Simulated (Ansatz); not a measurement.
## How Li(110) screens a field

Wanted: the response of a Li(110) slab to a perpendicular field.

Method: plane-wave DFT, PBE, Ansatz PAW, in the first sound run; inputs show where later runs differ, in Ansatz 0.2.0.

### Step 1. The starting structure

The cell holds 6 atoms: 6 Li. Its edges and angles: a = 3.022 Å, b = 3.022 Å, c = 30.339 Å, α = 90.0°, β = 90.0°, γ = 70.5°. Vacuum lies along c.

### Step 2. Single point, field 0

A sawtooth potential applies the field, turning back in the middle of the vacuum. With the dipole correction the typed value is the field outside the slab. The induced dipole is small, so the SCF threshold is tight.

Input file input.yaml:

```yaml
crystal:
  lattice:
    - [2.4678026663, -1.745, 0.0]
    - [2.4678026663, 1.745, 0.0]
    - [0.0, 0.0, 30.3390133317]
  atoms:
    - { symbol: Li, position: [0.0, 0.0, 0.2966477486] }
    - { symbol: Li, position: [0.5, 0.5, 0.3779886492] }
    - { symbol: Li, position: [0.0, 0.0, 0.4593295497] }
    - { symbol: Li, position: [0.5, 0.5, 0.5406704503] }
    - { symbol: Li, position: [0.0, 0.0, 0.6220113508] }
    - { symbol: Li, position: [0.5, 0.5, 0.7033522514] }
kpoints:
  mp_grid: { grid: [18, 18, 1] }
hamiltonian:
  xc: pbe
scf:
  occupations: { method: fermi_dirac, width: 0.1 }
  convergence: { dr2_threshold: 1.0e-10 }
efield:
  axis: 3
  dipole_correction: true
  ramp_position: 0.97
  ramp_width: 0.06
  amplitude: 0
output:
  forces: true
  write_potential: true
  write_density: true
  volumetric_format: npy
```

Command:

```console
ansatz run input.yaml --threads 2 --pin off --max-ram 3072MiB --backend cpu --events-out ev --progress --plain --runs-dir out
```

Numbers of over 12 decimals in the logs are rounded to 6 here.

Log:

```text
Engine: ansatz 0.2.0, aarch64-unknown-linux-gnu
Pseudopotentials: kind: paw
Pseudopotential: Li, paw, valence charge 3, recommended cutoff 420 eV (normal), Li.paw.azcp
Functional definition: PBE
  parameter kappa = 0.804
  parameter beta = 0.066725
  exchange = pbe_x(kappa = kappa, mu = beta*pi^2/3)
  correlation = pbe_c(beta = beta)
Crystal: 6 atoms, lattice volume = 261.299 Å³
Basis set: ecut = 420 eV, 5041 PW (Γ), exchange–correlation on 48×48×432 points (8 copies of the dense FFT grid, shifted against one another)
Bands: 15, of which v1, the nominal top of the filled ones, is band 9 counted from 1 (8 counted from 0)
Symmetry: 4 space group operations
k-points: 91 of 324
Non-local potential: Li, projectors of the file, l = 0: 3, l = 1: 2, l = 2: 1
PAW form: soft (Blöchl's): semilocal exchange-correlation on the pseudo side does not see the compensation charge
PAW one-centre angular grid: Li, 110 points (default); XC on 64 Gauss nodes
Initial density: superposition of atomic densities (neutral atoms: chi_scale 0, normalization atom), corrected by the library's trained network
Initial wavefunctions: pseudopotential atomic-orbital guess
Functional: x = pbe(κ = 0.804, μ = 0.219515), c = pbe(β = 0.066725)
SCF iter   1: F=—  HF=-1227.636933 eV  |F-HF|=—  |Δ(HF+E_count)|=         —  Δρ=3.60e-4  dr2=5.19e-3  ethr=1.77e-3  p=0.000 e·Å  D=4.23e-14 V/Å  ΔV_dip=-0.00 eV  dr2_dipole=7.06e-8  V_vac-E_F(+/−)=3.22/3.22 eV  ⟨swp⟩=7.7  Hψ=9028  notcnv=0
efield: sawtooth ramp at fractional position 0.9700 (set: `efield.ramp_position`, or a place that a band, a saddle search or an elastic batch's reference lends), width 0.0600; the density the first Hamiltonian is built on has a dipole p = 0.000 e·Å; the dipole correction subtracts the counter field D = 4.23e-14 V/Å, which shifts the + side's vacuum level by -0.00 eV against the − side's; the planar-averaged density in the ramp window peaks in size at 1.0e-5 e/Å³
preconditioner: auto → LDOS  [metal: Δε(μ)=0.007 eV  Ē_g=3.506 eV  σ=0.100 eV  W_gap=0.02  n_scr=16 (ndim 8)  ℏωp=5.6 eV  f_vac=0.438  D(μ)=3.07/eV (n_scr^D=14)  β→1.0]
SCF iter   2: F=—  HF=-1227.636406 eV  |F-HF|=—  |Δ(HF+E_count)|=   5.26e-4  Δρ=8.99e-5  dr2=2.65e-4  ethr=2.89e-5  p=0.000 e·Å  D=5.27e-7 V/Å  ΔV_dip=-0.00 eV  dr2_dipole=7.91e-8  V_vac-E_F(+/−)=3.24/3.24 eV  ⟨swp⟩=1.4  Hψ=2206  notcnv=0
SCF iter   3: F=—  HF=-1227.636419 eV  |F-HF|=—  |Δ(HF+E_count)|=   1.21e-5  Δρ=2.77e-5  dr2=6.61e-6  ethr=1.47e-6  p=0.000 e·Å  D=1.59e-7 V/Å  ΔV_dip=-0.00 eV  dr2_dipole=2.05e-10  V_vac-E_F(+/−)=3.25/3.25 eV  ⟨swp⟩=1.1  Hψ=1368  notcnv=0
SCF iter   4: F=—  HF=-1227.636436 eV  |F-HF|=—  |Δ(HF+E_count)|=   1.73e-5  Δρ=5.88e-6  dr2=4.72e-7  ethr=3.67e-8  p=-0.000 e·Å  D=-3.35e-7 V/Å  ΔV_dip=0.00 eV  dr2_dipole=1.12e-11  V_vac-E_F(+/−)=3.25/3.25 eV  ⟨swp⟩=1.9  Hψ=1678  notcnv=0
SCF iter   5: F=—  HF=-1227.636439 eV  |F-HF|=—  |Δ(HF+E_count)|=   3.60e-6  Δρ=1.67e-6  dr2=3.94e-8  ethr=2.62e-9  p=0.000 e·Å  D=2.15e-8 V/Å  ΔV_dip=-0.00 eV  dr2_dipole=2.05e-12  V_vac-E_F(+/−)=3.26/3.26 eV  ⟨swp⟩=1.8  Hψ=1561  notcnv=0
SCF iter   6: F=—  HF=-1227.636439 eV  |F-HF|=—  |Δ(HF+E_count)|=   2.38e-8  Δρ=3.37e-7  dr2=8.77e-10  ethr=2.19e-10  p=-0.000 e·Å  D=-2.35e-8 V/Å  ΔV_dip=0.00 eV  dr2_dipole=1.00e-12  V_vac-E_F(+/−)=3.26/3.26 eV  ⟨swp⟩=1.9  Hψ=1623  notcnv=0
SCF iter   7: F=-1227.636439 eV  HF=-1227.636439 eV  |F-HF|=6.55e-11  |Δ(HF+E_count)|=  7.03e-10  Δρ=8.32e-8  dr2=4.82e-11  ethr=1.00e-12  p=0.000 e·Å  D=1.49e-9 V/Å  ΔV_dip=-0.00 eV  dr2_dipole=1.24e-16  V_vac-E_F(+/−)=3.26/3.26 eV  ⟨swp⟩=7.9  Hψ=6951  notcnv=0
SCF 1 converged in 7 iterations: F = -1227.636439 eV  dr2 = 4.82e-11
  greatest PAW one-centre occupation: 1.000 electrons in one spin orbital (limit 2), on the Li atom at site 0 (counted from 0), in its partial waves of l = 0
WARN: The output density's exchange-correlation potential varies sharply where the density is thin. Do not read a vacuum level from v_tot or v_xc, or from such a field of the output density. On a cell that repeats whose density bears no net charge and no dipole along the vacuum's axis use v_es (v_loc + v_h of the components); under efield.dipole_correction with no amplitude use v_es + v_field, which holds any externa [...]
SCF converged after 7 iterations
Free energy (F): -1227.636439 eV
Harris-Foulkes:  -1227.636439 eV  (|F-HF|=6.55e-11)
Internal energy: -1227.535521 eV  (E = F + TS)
E sigma→0 (E₀):  -1227.585980 eV
Entropy (-TS):   -0.100918 eV (-16.820 meV/atom)
Fermi energy:    -1.142514 eV
Dipole field:    D = -0.000000 V/Å  (p = -0.000000 e·Å, saw-weighted, corrected)
Work function:   Φ+ = 3.2561 eV   Φ− = 3.2561 eV
Levels:          The Fermi level and band energies are counted from a zero that moves with the ramp; work functions are not
--- Per-component energies (eV) ---
  E_band       = -589.279338
  E_kinetic    = 125.666798
  E_local      = -5393.885150  (includes V_loc(G=0)·N_el)
  E_nonlocal   = -199.623487
  E_hartree    = 2515.327036
  E_xc         = -59.319802
  E_vxc        = -76.321081  (∫ρ·V_xc dr)
  E_paw        = -126.003124  (= ΣΔE_a)
  E_vpaw       = -75.770617  (= ΣTr[D̂ρ^β])
  E_aug_tail   = 0.000081  (compensation charges beyond the density's cutoff)
  E_efield     = 0.000000  (sawtooth field / dipole correction)
  E_vefield    = 0.000000  (∫n·V_field dr)
  E_ewald      = 1910.302126
  E_smearing   = -0.100918  (= −TS)
  E_closure    = -0.000000  (closes the sum)
  Σ components = -1227.636439   (vs F -1227.636439, Δ=0.00e0)
--- Forces (eV/Å), atoms counted from 1 ---
  atom   1  Li     0.00000000     0.00000000     0.10254231
  atom   2  Li     0.00000000    -0.00000000    -0.06495685
  atom   3  Li     0.00000000    -0.00000000    -0.01116829
  atom   4  Li     0.00000000     0.00000000     0.01116841
  atom   5  Li     0.00000000     0.00000000     0.06495659
  atom   6  Li     0.00000000    -0.00000000    -0.10254216
  max |Σ_I F_I| component: 1.52e-8 eV/Å
--- Band table (eV; the first three rows and the last of 91) ---
  k-point 0: bands = [... 5 lower, -47.7204, -4.5635, -4.2878, -3.7826, -3.0598, -2.1723, -1.2866, -0.8686, ... 2 higher]
  k-point 1: bands = [... 5 lower, -47.7202, -4.5203, -4.2446, -3.7391, -3.0156, -2.1262, -1.2356, -0.8122, ... 2 higher]
  k-point 2: bands = [... 5 lower, -47.7198, -4.3907, -4.1148, -3.6088, -2.8836, -1.9890, -1.0834, -0.6433, ... 2 higher]
  k-point 90: bands = [... 5 lower, -47.7084, -0.7790, -0.4497, 0.1546, 1.0264, 1.9957, 2.1305, 2.1517, ... 2 higher]
```

Wall time 18 s (2 threads of Arm Neoverse V2, shared host); peak memory 0.61 GiB; 35 s of CPU time.

This step gave:

| Quantity | Value |
| --- | --- |
| energy at zero smearing | -1227.5860 eV |
| work function, upper face | 3.256 eV |
| dipole along the normal | -1.68e-8 e·Å |

Running mean over 2.468 Å of the planar mean; the ramp of the sawtooth is left out. Table of electron's electrostatic potential energy less the Fermi level by z:

| z (Å) | electron's electrostatic potential energy less the Fermi level (eV) |
| --- | --- |
| 4 | 3.25 |
| 5 | 3.24 |
| 6 | 3.14 |
| 7 | 2.53 |
| 8 | 0.118 |
| 9 | -0.883 |
| 10 | -0.689 |
| 11 | -0.623 |
| 12 | -0.618 |
| 13 | -0.602 |
| 14 | -0.602 |
| 15 | -0.603 |
| 16 | -0.602 |
| 17 | -0.601 |
| 18 | -0.611 |
| 19 | -0.624 |
| 20 | -0.647 |
| 21 | -0.835 |
| 22 | -0.549 |
| 23 | 1.97 |
| 24 | 3.03 |
| 25 | 3.22 |
| 26 | 3.25 |
| 27 | 3.26 |

Force by atom:

| atom | x (eV/Å) | y (eV/Å) | z (eV/Å) | size |
| --- | --- | --- | --- | --- |
| Li1 | 0.000 | 0.000 | 0.103 | 0.103 |
| Li2 | 0.000 | 0.000 | -0.065 | 0.065 |
| Li3 | 0.000 | 0.000 | -0.011 | 0.011 |
| Li4 | 0.000 | 0.000 | 0.011 | 0.011 |
| Li5 | 0.000 | 0.000 | 0.065 | 0.065 |
| Li6 | 0.000 | 0.000 | -0.103 | 0.103 |

The work function of the upper face is 3.26 eV.

### Step 3. Single point, field 0.03 V/Å

input.yaml, as its differences from that of step 2:

```diff
@@ -24,3 +24,3 @@
   ramp_width: 0.06
-  amplitude: 0
+  amplitude: 0.03
 output:
```

Log:

```text
[...]
Crystal: 6 atoms, lattice volume = 261.299 Å³
Basis set: ecut = 420 eV, 5041 PW (Γ), exchange–correlation on 48×48×432 points (8 copies of the dense FFT grid, shifted against one another)
Bands: 15, of which v1, the nominal top of the filled ones, is band 9 counted from 1 (8 counted from 0)
Symmetry: 4 space group operations
k-points: 91 of 324
[...]
k-point 0: bands = [... 5 lower, -47.7205, -4.5636, -4.2880, -3.7827, -3.0599, -2.1724, -1.2868, -0.8686, ... 2 higher]
  k-point 1: bands = [... 5 lower, -47.7204, -4.5204, -4.2447, -3.7392, -3.0157, -2.1264, -1.2358, -0.8123, ... 2 higher]
  k-point 2: bands = [... 5 lower, -47.7199, -4.3908, -4.1150, -3.6089, -2.8837, -1.9891, -1.0836, -0.6434, ... 2 higher]
  k-point 90: bands = [... 5 lower, -47.7085, -0.7792, -0.4498, 0.1545, 1.0263, 1.9956, 2.1303, 2.1515, ... 2 higher]
[key lines of the parts left out:]
SCF converged after 12 iterations
Free energy (F): -1227.636798 eV
Fermi energy:    -1.142665 eV
Dipole field:    D = 0.016541 V/Å  (p = 0.023885 e·Å, saw-weighted, corrected)
```

It took 23 s on 2 threads; peak memory 0.6 GiB; 45 s of CPU time.

The dipole is 0.0239 e·Å.

### Step 4. Atoms held, field -0.03 V/Å

input.yaml, as its differences from that of step 3:

```diff
@@ -24,3 +24,3 @@
   ramp_width: 0.06
-  amplitude: 0.03
+  amplitude: -0.03
 output:
```

Log:

```text
[...]
Crystal: 6 atoms, lattice volume = 261.299 Å³
Basis set: ecut = 420 eV, 5041 PW (Γ), exchange–correlation on 48×48×432 points (8 copies of the dense FFT grid, shifted against one another)
Bands: 15, of which v1, the nominal top of the filled ones, is band 9 counted from 1 (8 counted from 0)
Symmetry: 4 space group operations
k-points: 91 of 324
[...]
k-point 0: bands = [... 5 lower, -47.7205, -4.5636, -4.2880, -3.7827, -3.0599, -2.1724, -1.2868, -0.8686, ... 2 higher]
  k-point 1: bands = [... 5 lower, -47.7204, -4.5204, -4.2447, -3.7392, -3.0157, -2.1264, -1.2358, -0.8123, ... 2 higher]
  k-point 2: bands = [... 5 lower, -47.7199, -4.3908, -4.1150, -3.6089, -2.8837, -1.9891, -1.0836, -0.6434, ... 2 higher]
  k-point 90: bands = [... 5 lower, -47.7085, -0.7792, -0.4498, 0.1545, 1.0263, 1.9956, 2.1303, 2.1515, ... 2 higher]
[key lines of the parts left out:]
SCF converged after 12 iterations
Free energy (F): -1227.636798 eV
Fermi energy:    -1.142665 eV
Dipole field:    D = -0.016541 V/Å  (p = -0.023885 e·Å, saw-weighted, corrected)
```

Run time: 22 s. Hardware: 2 threads; peak memory 0.6 GiB.

The dipole is -0.0239 e·Å.

### Step 5. Single point, field 0.1 V/Å

input.yaml, as its differences from that of step 4:

```diff
@@ -24,3 +24,3 @@
   ramp_width: 0.06
-  amplitude: -0.03
+  amplitude: 0.1
 output:
```

Log:

```text
[...]
Crystal: 6 atoms, lattice volume = 261.299 Å³
Basis set: ecut = 420 eV, 5041 PW (Γ), exchange–correlation on 48×48×432 points (8 copies of the dense FFT grid, shifted against one another)
Bands: 15, of which v1, the nominal top of the filled ones, is band 9 counted from 1 (8 counted from 0)
Symmetry: 4 space group operations
k-points: 91 of 324
[...]
k-point 0: bands = [... 5 lower, -47.7220, -4.5650, -4.2894, -3.7841, -3.0613, -2.1739, -1.2889, -0.8693, ... 2 higher]
  k-point 1: bands = [... 5 lower, -47.7218, -4.5218, -4.2461, -3.7406, -3.0171, -2.1278, -1.2379, -0.8130, ... 2 higher]
  k-point 2: bands = [... 5 lower, -47.7213, -4.3923, -4.1164, -3.6103, -2.8851, -1.9906, -1.0856, -0.6441, ... 2 higher]
  k-point 90: bands = [... 5 lower, -47.7099, -0.7806, -0.4512, 0.1531, 1.0249, 1.9941, 2.1290, 2.1501, ... 2 higher]
[key lines of the parts left out:]
SCF converged after 12 iterations
Free energy (F): -1227.640421 eV
Fermi energy:    -1.144129 eV
Dipole field:    D = 0.055144 V/Å  (p = 0.079629 e·Å, saw-weighted, corrected)
```

The job ended after 23 s (2 threads; peak memory 0.6 GiB; 45 s of CPU time).

The dipole is 0.0796 e·Å.

### Step 6. Single point, field -0.1 V/Å

input.yaml, as its differences from that of step 5:

```diff
@@ -24,3 +24,3 @@
   ramp_width: 0.06
-  amplitude: 0.1
+  amplitude: -0.1
 output:
```

Log:

```text
[...]
Crystal: 6 atoms, lattice volume = 261.299 Å³
Basis set: ecut = 420 eV, 5041 PW (Γ), exchange–correlation on 48×48×432 points (8 copies of the dense FFT grid, shifted against one another)
Bands: 15, of which v1, the nominal top of the filled ones, is band 9 counted from 1 (8 counted from 0)
Symmetry: 4 space group operations
k-points: 91 of 324
[...]
k-point 0: bands = [... 5 lower, -47.7220, -4.5650, -4.2894, -3.7841, -3.0613, -2.1739, -1.2889, -0.8693, ... 2 higher]
  k-point 1: bands = [... 5 lower, -47.7218, -4.5218, -4.2461, -3.7406, -3.0171, -2.1278, -1.2379, -0.8130, ... 2 higher]
  k-point 2: bands = [... 5 lower, -47.7213, -4.3923, -4.1164, -3.6103, -2.8851, -1.9906, -1.0856, -0.6441, ... 2 higher]
  k-point 90: bands = [... 5 lower, -47.7099, -0.7806, -0.4512, 0.1531, 1.0249, 1.9941, 2.1290, 2.1501, ... 2 higher]
[key lines of the parts left out:]
SCF converged after 12 iterations
Free energy (F): -1227.640421 eV
Fermi energy:    -1.144129 eV
Dipole field:    D = -0.055144 V/Å  (p = -0.079629 e·Å, saw-weighted, corrected)
```

The job ended after 23 s (2 threads; peak memory 0.6 GiB; 45 s of CPU time).

The dipole is -0.0796 e·Å.

### Step 7. Single point, field 0.15 V/Å

input.yaml, as its differences from that of step 6:

```diff
@@ -24,3 +24,3 @@
   ramp_width: 0.06
-  amplitude: -0.1
+  amplitude: 0.15
 output:
@@ -30 +30,2 @@
   volumetric_format: npy
+  elf: true
```

Log:

```text
[...]
Crystal: 6 atoms, lattice volume = 261.299 Å³
Basis set: ecut = 420 eV, 5041 PW (Γ), exchange–correlation on 48×48×432 points (8 copies of the dense FFT grid, shifted against one another)
Bands: 15, of which v1, the nominal top of the filled ones, is band 9 counted from 1 (8 counted from 0)
Symmetry: 4 space group operations
k-points: 91 of 324
[...]
k-point 0: bands = [... 5 lower, -47.7239, -4.5670, -4.2913, -3.7861, -3.0632, -2.1759, -1.2918, -0.8702, ... 2 higher]
  k-point 1: bands = [... 5 lower, -47.7238, -4.5238, -4.2481, -3.7425, -3.0190, -2.1298, -1.2407, -0.8139, ... 2 higher]
  k-point 2: bands = [... 5 lower, -47.7233, -4.3942, -4.1183, -3.6122, -2.8870, -1.9926, -1.0884, -0.6451, ... 2 higher]
  k-point 90: bands = [... 5 lower, -47.7119, -0.7826, -0.4532, 0.1512, 1.0230, 1.9921, 2.1271, 2.1481, ... 2 higher]
[key lines of the parts left out:]
SCF converged after 12 iterations
Free energy (F): -1227.645398 eV
Fermi energy:    -1.146153 eV
Dipole field:    D = 0.082734 V/Å  (p = 0.119470 e·Å, saw-weighted, corrected)
```

Wall time 23 s (2 threads); peak memory 0.6 GiB.

Running mean over 2.468 Å of the planar mean, with the applied field; the ramp of the sawtooth is left out. Table of electron's electrostatic potential energy less the Fermi level by z:

| z (Å) | electron's electrostatic potential energy less the Fermi level (eV) |
| --- | --- |
| 4 | 2.84 |
| 5 | 2.97 |
| 6 | 3.00 |
| 7 | 2.50 |
| 8 | 0.125 |
| 9 | -0.875 |
| 10 | -0.688 |
| 11 | -0.623 |
| 12 | -0.617 |
| 13 | -0.602 |
| 14 | -0.602 |
| 15 | -0.603 |
| 16 | -0.602 |
| 17 | -0.600 |
| 18 | -0.611 |
| 19 | -0.624 |
| 20 | -0.647 |
| 21 | -0.841 |
| 22 | -0.559 |
| 23 | 1.99 |
| 24 | 3.14 |
| 25 | 3.46 |
| 26 | 3.63 |
| 27 | 3.78 |

The dipole is 0.119 e·Å.

### Step 8. The response

This step: plane-wave DFT, PBE, Ansatz PAW; screening of a field by a metal slab (Ansatz 0.2.0).

The dipoles give the slope, and the difference of two potentials shows where the field is screened.

This step gave:

| Item | Value |
| --- | --- |
| equivalent conductor thickness p/(ε₀AE) | 16.73 Å |
| distance between the outer atoms | 12.34 Å |
| inner field over outer field | 7.72e-4 |
| image plane, upper face | 2.122 Å |
| induced electrons on the upper face over ε₀E | -1.007 |
| image plane, lower face | 2.122 Å |
| induced electrons on the lower face over ε₀E | 1.007 |

The dipole of the cell by applied field:

| applied field (V/Å) | dipole of the cell (e·Å) |
| --- | --- |
| -0.100 | -0.0796 |
| -0.030 | -0.0239 |
| 0.000 | 0 |
| 0.030 | 0.0239 |
| 0.100 | 0.0796 |
| 0.150 | 0.119 |

Local field over the applied field, running mean. From the potentials at -0.03 and 0.03 V/Å; running mean over 2.468 Å. Local field over applied field against z:

z (Å), local field over applied field and a bar from the least value:
```
        5      0.952 #############################
        6      0.821 #########################
        7      0.504 ################
        8      0.121 #####
        9     -0.056 
       10     -0.022 #
       11      0.005 ##
       12     -0.008 #
       13     -0.001 ##
       14      0.004 ##
       15     -0.001 ##
       16      0.002 ##
       17      0.002 ##
       18     -0.008 #
       19      0.001 ##
       20     -0.005 ##
       21     -0.058 
       22      0.030 ###
       23      0.366 ############
       24      0.735 #######################
       25      0.924 ############################
       26      0.982 ##############################
```

Electrons, planar mean, per unit field. Induced electron density against z:

z (Å), induced electron density (e/Å³ per V/Å) and a bar from the least value:
```
        5    0.00024 #################
        6    0.00094 #####################
        7    0.00263 ##############################
        8    0.00268 ##############################
        9   -0.00083 ############
       10   -0.00052 #############
       11    0.00040 ##################
       12   -0.00009 ################
       13   -0.00014 ###############
       14    0.00010 #################
       15    0.00003 ################
       16   -0.00010 ################
       17    0.00004 ################
       18    0.00021 #################
       19   -0.00030 ##############
       20    0.00002 ################
       21    0.00104 #####################
       22   -0.00160 ########
       23   -0.00308 
       24   -0.00141 #########
       25   -0.00039 ##############
       26   -0.00009 ################
```

By hand: between -0.03 and 0.03 V/Å the dipole changes by 0.04777 e·Å, a slope of 0.7962 e·Å²/V. A perfect conductor of thickness t has p = ε₀AEt, so t = 180.95 × 0.7962 / 8.613 = 16.73 Å (e/ε₀ = 180.95 V·Å, A in Å²). Less the 12.34 Å between the outer atoms, and halved, that puts each image plane 2.19 Å out.

The induced dipole is that of a conductor 16.73 Å thick.

(Continued in part 2 of 2.)

[Logs are printed without paths, hosts, clocks, repeated set-up lines and the standing remarks that a program may print on its own settings, such as how far it seeks lower states.]

[Hosts, paths, dates, database ids (printed as entryN), source tags and the programs' standing remarks are cut or masked in the printed files.]

[Maps of the electrostatic potential energy from Ansatz leave out the sawtooth potential of an applied field or a dipole correction, so their vacuum need not be flat; planar profiles and work functions include it.]
